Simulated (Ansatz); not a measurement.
**SrMgI4: complex band structure**

Aim: relax a made-up compound, SrMgI4, and see how good a tunnel barrier it would be. It is built by putting Mg for Ba in the BaSrI4 structure of space group R-3m, with the volume rescaled by atomic radii. The parent structure comes from the Materials Project.

Calculated with Ansatz 0.2.0; PBE DFT, plane waves, PAW files, in the first sound run; inputs show where later runs differ.

The structure was built from a prototype and need not be the compound's stable phase.

**1. Starting point**

It takes space group R-3m (No. 166, trigonal). Conventional cell: a = 5.580 Å, b = 5.580 Å, c = 26.704 Å, α = 90.00°, β = 90.00°, γ = 120.00°. Mg has 8 I at 3.43 to 3.45 Å nearest. Nearest to Sr lie 8 I at 3.28 to 3.37 Å. Nearest to I lie 1 Sr at 3.28 Å and 3 Mg at 3.43 Å. I has 3 Sr at 3.37 Å and 1 Mg at 3.45 Å nearest. It derives from BaSrI4. Mg for Ba in the BaSrI4 structure of space group R-3m. Farther neighbours and most contacts between anions are not listed.

**2. Relaxing the new crystal**

The substituted atoms don't fit the parent's cell, so cell and atoms relax together. A small smearing keeps the run stable in case the gap closes on the way.

The input, input.yaml:

```yaml
crystal:
  lattice:
    - [2.79007693, 1.6108516666, 8.9014233069]
    - [-2.79007693, 1.6108516666, 8.9014233069]
    - [0.0, -3.2217033332, 8.9014233069]
  atoms:
    - { symbol: Mg, position: [0.0, 0.0, 0.0] }
    - { symbol: Sr, position: [0.5, 0.5, 0.5] }
    - { symbol: I, position: [0.622801, 0.622801, 0.622801] }
    - { symbol: I, position: [0.870903, 0.870903, 0.870903] }
    - { symbol: I, position: [0.129097, 0.129097, 0.129097] }
    - { symbol: I, position: [0.377199, 0.377199, 0.377199] }
kpoints:
  mp_grid: { grid: [6, 6, 6] }
scf:
  occupations: { method: gaussian, width: 0.03 }
hamiltonian:
  xc: pbe
output:
  forces: true
  stress: true
relax:
  f_tol: 0.02
  max_steps: 60
  cell: {}
```

Started as:

```bash
$ ansatz run input.yaml --threads 2 --pin off --max-ram 4096MiB --backend cpu --events-out ev --progress --plain --runs-dir out
```

Numbers of over 12 decimals in the logs are rounded to 6 here.

The log of the run:

```text
basis.fft_grid_basis auto: the FFT boxes are laid along the combinations [[1, 0, -1], [0, 1, -1], [0, 0, 1]] of the cell's own vectors, 5.580, 5.580 and 9.467 Å long. The dense box has 40×40×64 points. Along the cell's own vectors, as sized, it would have 64×64×64, 2.56 times as many. Of the 12 symmetry operations that the crystal satisfies within crystal.symmetry.tolerance (time reversal apart; of a slab, those that [...]
Engine: ansatz 0.2.0, x86_64-unknown-linux-gnu
Pseudopotentials: kind: paw
Pseudopotential: Mg, paw, valence charge 10, recommended cutoff 420 eV (normal), Mg.paw.azcp
Pseudopotential: Sr, paw, valence charge 10, recommended cutoff 420 eV (normal), Sr.paw.azcp
Pseudopotential: I, paw, valence charge 17, recommended cutoff 420 eV (normal), I.paw.azcp
Functional definition: PBE
  parameter kappa = 0.804
  parameter beta = 0.066725
  exchange = pbe_x(kappa = kappa, mu = beta*pi^2/3)
  correlation = pbe_c(beta = beta)
Crystal: 6 atoms, lattice volume = 240.039 Å³
Basis set: ecut = 420 eV, 4733 PW (Γ), FFT grids on a1−a3, a2−a3, a3, exchange–correlation on 80×80×128 points (8 copies of the dense FFT grid, shifted against one another)
Bands: 53, of which v1, the nominal top of the filled ones, is band 44 counted from 1 (43 counted from 0)
Symmetry: 12 space group operations
Space group: R-3m (ITA 166), of the structure as read, at distance tolerance 6.2e-5 Å
k-points: 32 of 216
Non-local potential: Mg, projectors of the file, l = 0: 3, l = 1: 2, l = 2: 1
Non-local potential: Sr, projectors of the file, l = 0: 3, l = 1: 2, l = 2: 2
Non-local potential: I, projectors of the file, l = 0: 2, l = 1: 2, l = 2: 2, l = 3: 2
PAW form: soft (Blöchl's): semilocal exchange-correlation on the pseudo side does not see the compensation charge
PAW one-centre angular grid: Mg, 110 points (default); XC on 64 Gauss nodes
PAW one-centre angular grid: Sr, 110 points (default); XC on 64 Gauss nodes
PAW one-centre angular grid: I, 590 points (default); XC on 64 Gauss nodes
Initial density: superposition of atomic densities (neutral atoms: chi_scale 0, normalization atom), corrected by the library's trained network
Initial wavefunctions: pseudopotential atomic-orbital guess
Functional: x = pbe(κ = 0.804, μ = 0.219515), c = pbe(β = 0.066725)
SCF iter   1: F=—  HF=-35526.151538 eV  |F-HF|=—  |Δ(HF+E_count)|=         —  Δρ=9.76e-4  dr2=8.05e-3  ethr=1.77e-3  ⟨swp⟩=11.5  Hψ=8261  notcnv=0  defer=21
preconditioner: auto → Resta (q_TF=auto, 2.308 Å⁻¹)  ε∞=3.4  [insulator: Δε(μ)=1.110 eV  Ē_g=8.799 eV  σ=0.030 eV  W_gap=1.00  n_scr=48 (ndim 8)  ℏωp=13.6 eV  f_vac=0.126  D(μ)=0.00/eV (n_scr^D=0)  ε∞_Penn≈3.4]
SCF iter   2: F=—  HF=-35526.152806 eV  |F-HF|=—  |Δ(HF+E_count)|=   1.27e-3  Δρ=5.08e-4  dr2=1.25e-3  ethr=9.15e-6  ⟨swp⟩=2.7  Hψ=3123  notcnv=0  defer=101
SCF iter   3: F=—  HF=-35526.153129 eV  |F-HF|=—  |Δ(HF+E_count)|=   3.23e-4  Δρ=1.43e-4  dr2=7.35e-5  ethr=1.42e-6  ⟨swp⟩=2.0  Hψ=2068  notcnv=0  defer=101
SCF iter   4: F=—  HF=-35526.153239 eV  |F-HF|=—  |Δ(HF+E_count)|=   1.10e-4  Δρ=5.03e-5  dr2=1.23e-5  ethr=8.36e-8  ⟨swp⟩=2.1  Hψ=2298  notcnv=0  defer=101
SCF iter   5: F=—  HF=-35526.153252 eV  |F-HF|=—  |Δ(HF+E_count)|=   1.31e-5  Δρ=1.36e-5  dr2=1.08e-6  ethr=1.40e-8  ⟨swp⟩=2.0  Hψ=2119  notcnv=0  defer=101
SCF iter   6: F=—  HF=-35526.153253 eV  |F-HF|=—  |Δ(HF+E_count)|=   1.35e-6  Δρ=4.82e-6  dr2=1.00e-7  ethr=1.23e-9  ⟨swp⟩=2.2  Hψ=2352  notcnv=0  defer=101
SCF iter   7: F=-35526.153253 eV  HF=-35526.153253 eV  |F-HF|=1.25e-8  |Δ(HF+E_count)|=   2.41e-7  Δρ=1.20e-6  dr2=4.07e-9  ethr=1.14e-10  ⟨swp⟩=5.0  Hψ=6083  notcnv=0
SCF 1 converged in 7 iterations: F = -35526.153253 eV  dr2 = 4.07e-9
  greatest PAW one-centre occupation: 1.000 electrons in one spin orbital (limit 2), on the Mg atom at site 0 (counted from 0), in its partial waves of l = 0
relax step   1: F+E_penalty+E_count = -35526.15325346 eV  Δ(F+E_penalty+E_count) = +0.000e0 eV  max|allowed force component| = 6.840e-1 eV/Å  Δτ_max = 0.0000 Å  P = +0.201 GPa  Ω = 240.039 Å³  (7 SCF iters, dr2 threshold 1.00e-7 eV, accepted)
Crystal: 6 atoms, lattice volume = 240.664 Å³
Basis set: ecut = 420 eV, 4745 PW (Γ), FFT grids on a1−a3, a2−a3, a3, exchange–correlation on 80×80×128 points (8 copies of the dense FFT grid, shifted against one another)
Initial density: handed on by an earlier stage of this run
Initial wavefunctions: those handed on with the density
iter 1 solved again at ethr=8.72e-5 eV; its pass at ethr=3.10e-3 eV (dr2=7.67e-2 eV) is discarded
SCF iter   1: F=—  HF=-35526.484998 eV  |F-HF|=—  |Δ(HF+E_count)|=         —  Δρ=6.17e-3  dr2=8.16e-2  ethr=8.72e-5  ⟨swp⟩=3.4  Hψ=8049  notcnv=0
preconditioner: auto → Resta (q_TF=auto, 2.307 Å⁻¹)  ε∞=3.4  [insulator: Δε(μ)=1.346 eV  Ē_g=8.802 eV  σ=0.030 eV  W_gap=1.00  n_scr=48 (ndim 8)  ℏωp=13.5 eV  f_vac=0.124  D(μ)=0.00/eV (n_scr^D=0)  ε∞_Penn≈3.4]
SCF iter   2: F=—  HF=-35526.467772 eV  |F-HF|=—  |Δ(HF+E_count)|=   1.72e-2  Δρ=3.21e-3  dr2=2.25e-2  ethr=8.72e-5  ⟨swp⟩=4.4  Hψ=2817  notcnv=0
SCF iter   3: F=—  HF=-35526.462594 eV  |F-HF|=—  |Δ(HF+E_count)|=   5.18e-3  Δρ=3.72e-4  dr2=4.89e-4  ethr=2.55e-5  ⟨swp⟩=4.1  Hψ=2825  notcnv=0  defer=2
SCF iter   4: F=—  HF=-35526.462709 eV  |F-HF|=—  |Δ(HF+E_count)|=   1.15e-4  Δρ=1.51e-4  dr2=4.52e-5  ethr=5.56e-7  ⟨swp⟩=3.0  Hψ=3311  notcnv=0  defer=2
SCF iter   5: F=—  HF=-35526.462729 eV  |F-HF|=—  |Δ(HF+E_count)|=   1.93e-5  Δρ=2.75e-5  dr2=3.76e-6  ethr=5.14e-8  ⟨swp⟩=2.9  Hψ=3068  notcnv=0  defer=2
SCF iter   6: F=-35526.462729 eV  HF=-35526.462729 eV  |F-HF|=7.81e-8  |Δ(HF+E_count)|=   1.99e-7  Δρ=8.33e-6  dr2=2.25e-7  ethr=6.82e-10  ⟨swp⟩=5.9  Hψ=5999  notcnv=0
SCF 2 converged in 6 iterations: F = -35526.462729 eV  dr2 = 2.25e-7
relax step   2: F+E_penalty+E_count = -35526.46272891 eV  Δ(F+E_penalty+E_count) = -3.095e-1 eV  max|allowed force component| = 2.540e-1 eV/Å  Δτ_max = 0.1950 Å  P = -0.377 GPa  Ω = 240.664 Å³  energy of the carried Pulay correction = -4.424e-5 eV  (6 SCF iters, dr2 threshold 6.00e-7 eV, accepted)
Crystal: 6 atoms, lattice volume = 235.686 Å³
Basis set: ecut = 420 eV, 4631 PW (Γ), FFT grids on a1−a3, a2−a3, a3, exchange–correlation on 80×80×128 points (8 copies of the dense FFT grid, shifted against one another)
iter 1 solved again at ethr=2.12e-5 eV; its pass at ethr=3.10e-3 eV (dr2=1.86e-2 eV) is discarded
SCF iter   1: F=—  HF=-35526.506561 eV  |F-HF|=—  |Δ(HF+E_count)|=         —  Δρ=3.12e-3  dr2=1.93e-2  ethr=2.12e-5  ⟨swp⟩=3.6  Hψ=8430  notcnv=0
[...]
SCF 3 converged in 6 iterations: F = -35526.501443 eV  dr2 = 1.46e-7
relax step   3: F+E_penalty+E_count = -35526.50144315 eV  Δ(F+E_penalty+E_count) = -3.871e-2 eV  max|allowed force component| = 3.509e-2 eV/Å  Δτ_max = 0.1134 Å  P = +0.084 GPa  Ω = 235.686 Å³  energy of the carried Pulay correction = +3.117e-4 eV  (6 SCF iters, dr2 threshold 6.00e-7 eV, accepted)
[... from here on, the SCF cycles and remarks between the steps are left out ...]
relax step   4: F+E_penalty+E_count = -35526.51211027 eV  Δ(F+E_penalty+E_count) = -1.067e-2 eV  max|allowed force component| = 2.853e-2 eV/Å  Δτ_max = 0.0059 Å  P = +0.096 GPa  Ω = 235.660 Å³  energy of the carried Pulay correction = +3.136e-4 eV  (5 SCF iters, dr2 threshold 4.58e-7 eV, accepted)
relax step   5: F+E_penalty+E_count = -35526.52423105 eV  Δ(F+E_penalty+E_count) = -1.212e-2 eV  max|allowed force component| = 2.630e-2 eV/Å  Δτ_max = 0.0101 Å  P = +0.131 GPa  Ω = 235.507 Å³  energy of the carried Pulay correction = +3.247e-4 eV  (5 SCF iters, dr2 threshold 5.02e-7 eV, accepted)
relax step   6: F+E_penalty+E_count = -35526.53709762 eV  Δ(F+E_penalty+E_count) = -1.287e-2 eV  max|allowed force component| = 2.317e-2 eV/Å  Δτ_max = 0.0111 Å  P = +0.156 GPa  Ω = 235.525 Å³  energy of the carried Pulay correction = +3.234e-4 eV  (5 SCF iters, dr2 threshold 4.74e-7 eV, accepted)
relax step   7: F+E_penalty+E_count = -35526.54978438 eV  Δ(F+E_penalty+E_count) = -1.269e-2 eV  max|allowed force component| = 2.251e-2 eV/Å  Δτ_max = 0.0118 Å  P = +0.174 GPa  Ω = 235.655 Å³  energy of the carried Pulay correction = +3.140e-4 eV  (5 SCF iters, dr2 threshold 4.82e-7 eV, accepted)
relax step   8: F+E_penalty+E_count = -35526.59873266 eV  Δ(F+E_penalty+E_count) = -4.895e-2 eV  max|allowed force component| = 8.517e-2 eV/Å  Δτ_max = 0.0540 Å  P = +0.300 GPa  Ω = 237.459 Å³  energy of the carried Pulay correction = +1.841e-4 eV  (6 SCF iters, dr2 threshold 4.99e-7 eV, accepted)
relax step   9: F+E_penalty+E_count = -35526.60938334 eV  Δ(F+E_penalty+E_count) = -1.065e-2 eV  max|allowed force component| = 1.153e-1 eV/Å  Δτ_max = 0.0482 Å  P = +0.113 GPa  Ω = 240.486 Å³  energy of the carried Pulay correction = -3.167e-5 eV  (6 SCF iters, dr2 threshold 4.53e-7 eV, accepted)
relax step  10: F+E_penalty+E_count = -35526.61182536 eV  Δ(F+E_penalty+E_count) = -2.442e-3 eV  max|allowed force component| = 7.361e-2 eV/Å  Δτ_max = 0.0868 Å  P = -0.040 GPa  Ω = 240.008 Å³  energy of the carried Pulay correction = +2.244e-6 eV  (5 SCF iters, dr2 threshold 6.00e-7 eV, accepted)
relax step  11: F+E_penalty+E_count = -35526.61371349 eV  Δ(F+E_penalty+E_count) = -1.888e-3 eV  max|allowed force component| = 2.985e-3 eV/Å  Δτ_max = 0.0293 Å  P = +0.002 GPa  Ω = 240.211 Å³  energy of the carried Pulay correction = -1.219e-5 eV  (5 SCF iters, dr2 threshold 3.39e-7 eV, accepted)
Basis set: ecut = 420 eV, 4657 PW (Γ), FFT grids on a1−a3, a2−a3, a3, exchange–correlation on 80×80×120 points (8 copies of the dense FFT grid, shifted against one another)
Initial wavefunctions: pseudopotential atomic-orbital guess (no wavefunctions were taken with the density)
iter 1 solved again at ethr=1.57e-6 eV; its pass at ethr=3.10e-3 eV (dr2=1.38e-3 eV) is discarded
SCF iter   1: F=—  HF=-35526.555960 eV  |F-HF|=—  |Δ(HF+E_count)|=         —  Δρ=1.06e-3  dr2=7.87e-5  ethr=1.57e-6  ⟨swp⟩=3.8  Hψ=12533  notcnv=0
preconditioner: auto → Resta (q_TF=auto, 2.308 Å⁻¹)  ε∞=3.4  [insulator: Δε(μ)=1.825 eV  Ē_g=8.761 eV  σ=0.030 eV  W_gap=1.00  n_scr=52 (ndim 8)  ℏωp=13.6 eV  f_vac=0.113  D(μ)=0.00/eV (n_scr^D=0)  ε∞_Penn≈3.4]
SCF iter   2: F=—  HF=-35526.596196 eV  |F-HF|=—  |Δ(HF+E_count)|=   4.02e-2  Δρ=5.33e-4  dr2=1.62e-5  ethr=8.94e-8  ⟨swp⟩=2.6  Hψ=2625  notcnv=0
SCF iter   3: F=—  HF=-35526.613565 eV  |F-HF|=—  |Δ(HF+E_count)|=   1.74e-2  Δρ=9.58e-5  dr2=1.59e-6  ethr=1.85e-8  ⟨swp⟩=2.0  Hψ=2471  notcnv=0
SCF iter   4: F=—  HF=-35526.614260 eV  |F-HF|=—  |Δ(HF+E_count)|=   6.94e-4  Δρ=1.16e-5  dr2=1.37e-7  ethr=1.81e-9  ⟨swp⟩=2.0  Hψ=2229  notcnv=0
SCF iter   5: F=—  HF=-35526.614268 eV  |F-HF|=—  |Δ(HF+E_count)|=   7.60e-6  Δρ=1.79e-6  dr2=9.67e-9  ethr=1.56e-10  ⟨swp⟩=2.8  Hψ=3072  notcnv=0
SCF iter   6: F=—  HF=-35526.614268 eV  |F-HF|=—  |Δ(HF+E_count)|=   2.32e-8  Δρ=5.00e-7  dr2=1.31e-9  ethr=1.10e-11  ⟨swp⟩=2.0  Hψ=3072  notcnv=0
SCF iter   7: F=—  HF=-35526.614268 eV  |F-HF|=—  |Δ(HF+E_count)|=   1.86e-9  Δρ=1.30e-7  dr2=6.23e-11  ethr=1.49e-12  ⟨swp⟩=2.0  Hψ=2208  notcnv=0
SCF iter   8: F=-35526.614268 eV  HF=-35526.614268 eV  |F-HF|=1.46e-11  |Δ(HF+E_count)|=  1.38e-10  Δρ=5.73e-8  dr2=1.09e-11  ethr=1.00e-12  ⟨swp⟩=5.0  Hψ=6069  notcnv=0
SCF 12 converged in 8 iterations: F = -35526.614268 eV  dr2 = 1.09e-11
relax step  12: F+E_penalty+E_count = -35526.61426757 eV  Δ(F+E_penalty+E_count) = -5.541e-4 eV  max|allowed force component| = 2.979e-3 eV/Å  Δτ_max = 0.0000 Å  P = +0.006 GPa  Ω = 240.211 Å³  stress off target by 9.03e-3 GPa  SCF on the basis re-selected at this cell (its energy is not comparable with the rows above)  (8 SCF iters)
basis re-selected at this cell: Δ(F+E_penalty+E_count) = -5.541e-4 eV, ΔP = +0.004 GPa vs the last step (what re-selecting the basis moved, of the pressure what is left beyond the Pulay correction that the steps carried, after the strain that the cell walked since its last selection, with what the two solves' SCF thresholds leave and, on support functions, any second-order correction that the steps lacked; it is no measure of the basis error at this ecutwfc). The dense FFT grid was sized anew with the basis: this SCF ran on 40×40×60 points, the steps before it on 40×40×64, so part of this shift can come from that change (see relax.cell in the input reference). [rest of the remark cut]
SCF converged after 8 iterations
Free energy (F): -35526.614268 eV
Harris-Foulkes:  -35526.614268 eV  (|F-HF|=1.46e-11)
Internal energy: -35526.614268 eV  (E = F + TS)
E sigma→0 (E₀):  -35526.614268 eV
Fermi energy:    6.009761 eV
--- Per-component energies (eV) ---
  E_band       = -2046.403875
  E_kinetic    = 1073.792496
  E_local      = -10850.149204  (includes V_loc(G=0)·N_el)
  E_nonlocal   = -65.127208
  E_hartree    = 5123.641522
  E_xc         = -713.589911
  E_vxc        = -712.514919  (∫ρ·V_xc dr)
  E_paw        = -22254.489703  (= ΣΔE_a)
  E_vpaw       = -1739.687959  (= ΣTr[D̂ρ^β])
  E_aug_tail   = -0.000050  (compensation charges beyond the density's cutoff)
  E_ewald      = -7840.692208
  E_smearing   = -0.000000  (= −TS)
  E_closure    = 0.000000  (closes the sum)
  Σ components = -35526.614268   (vs F -35526.614268, Δ=0.00e0)
--- Forces (eV/Å), atoms counted from 1 ---
  atom   1  Mg     0.00000000    -0.00000000    -0.00000000
  atom   2  Sr     0.00000000     0.00000000    -0.00000000
  atom   3  I      0.00000000     0.00000000    -0.00297902
  atom   4  I      0.00000000     0.00000000    -0.00110942
  atom   5  I     -0.00000000    -0.00000000     0.00110942
  atom   6  I     -0.00000000    -0.00000000     0.00297902
  max |Σ_I F_I| component: 2.31e-18 eV/Å
--- Stress (GPa, compression-positive) ---
        0.009033       0.000000      -0.000000
        0.000000       0.009033       0.000000
       -0.000000       0.000000       0.000626
  P = ⅓ Tr σ = 0.0062 GPa (0.062 kbar)
--- Relaxed structure (11 steps of the walk, 11 accepted, 1 SCFs on fresh bases) ---
  F+E_penalty+E_count = -35526.61426757 eV   max|allowed force component| = 2.979e-3 eV/Å   (the final SCF, on the basis selected at the relaxed cell)
  cell:  # Å, volume = 240.2113 Å³
    - [2.988439, 1.725376, 7.764506]
    - [-2.988439, 1.725376, 7.764506]
    - [0, -3.450753, 7.764506]
  atoms:
    - { symbol: Mg, position: [-2.2194847093197725e-19, -2.219484709319725e-19, -2.2194847093197465e-19] }
    - { symbol: Sr, position: [0.500000, 0.500000, 0.5] }
    - { symbol: I, position: [0.639136, 0.639136, 0.639136] }
    - { symbol: I, position: [0.879037, 0.879037, 0.879037] }
    - { symbol: I, position: [0.120963, 0.120963, 0.120963] }
    - { symbol: I, position: [0.360864, 0.360864, 0.360864] }
```

Wall time 91 s (2 threads of Intel Xeon Platinum 8259CL at 2.50GHz (Skylake/Cascade Lake), shared host); peak memory 0.75 GiB.

The steps of the relaxation:

```tsv
step	energy less that of the first step (eV)	largest force component (eV/Å)	pressure (GPa)	volume (Å³)
1	0.0000	0.6840	0.20	240.04
2	-0.3095	0.2540	-0.38	240.66
3	-0.3482	0.0351	0.08	235.69
4	-0.3589	0.0285	0.10	235.66
5	-0.3710	0.0263	0.13	235.51
6	-0.3838	0.0232	0.16	235.52
7	-0.3965	0.0225	0.17	235.65
8	-0.4455	0.0852	0.30	237.46
9	-0.4561	0.1153	0.11	240.49
10	-0.4586	0.0736	-0.04	240.01
11	-0.4605	0.0030	0.00	240.21
12*	-0.4610	0.0030	0.01	240.21
```

Relaxation steps marked * repeat the geometry before them on a plane-wave basis chosen anew for their cell, so energy and pressure can jump there.

Forces are held to the 12 operations that the run works with; a distortion that breaks them can't arise in this run.

```tsv
cell as run	before	after	change
a (Å)	9.467	8.497	-10.2 %
b (Å)	9.467	8.497	-10.2 %
c (Å)	9.467	8.497	-10.2 %
α (°)	34.28	41.18	+20.1 %
β (°)	34.28	41.18	+20.1 %
γ (°)	34.28	41.18	+20.1 %
volume (Å³/atom)	40.01	40.04	+0.1 %
```

The atoms that moved most (Å, as changes of fractional coordinates times the final cell):

```tsv
atom	dx	dy	dz	length
I3	0.000	0.000	0.381	0.381
I6	0.000	0.000	-0.381	0.381
I4	0.000	0.000	0.189	0.189
I5	0.000	0.000	-0.189	0.189
```

Numbers from this step:

| Quantity | Value |
| --- | --- |
| free energy | -35526.6143 eV |
| Fermi energy | 6.010 eV |
| pressure | 0.006231 GPa |

The largest force component on a free atom ends at 0.0030 eV/Å.

[end of part 1 of 3]

[Logs are printed without paths, hosts, clocks, repeated set-up lines and the standing remarks that a program may print on its own settings, such as how far it seeks lower states.]

[Hosts, paths, dates, database ids (printed as entryN), source tags and the programs' standing remarks are cut or masked in the printed files.]
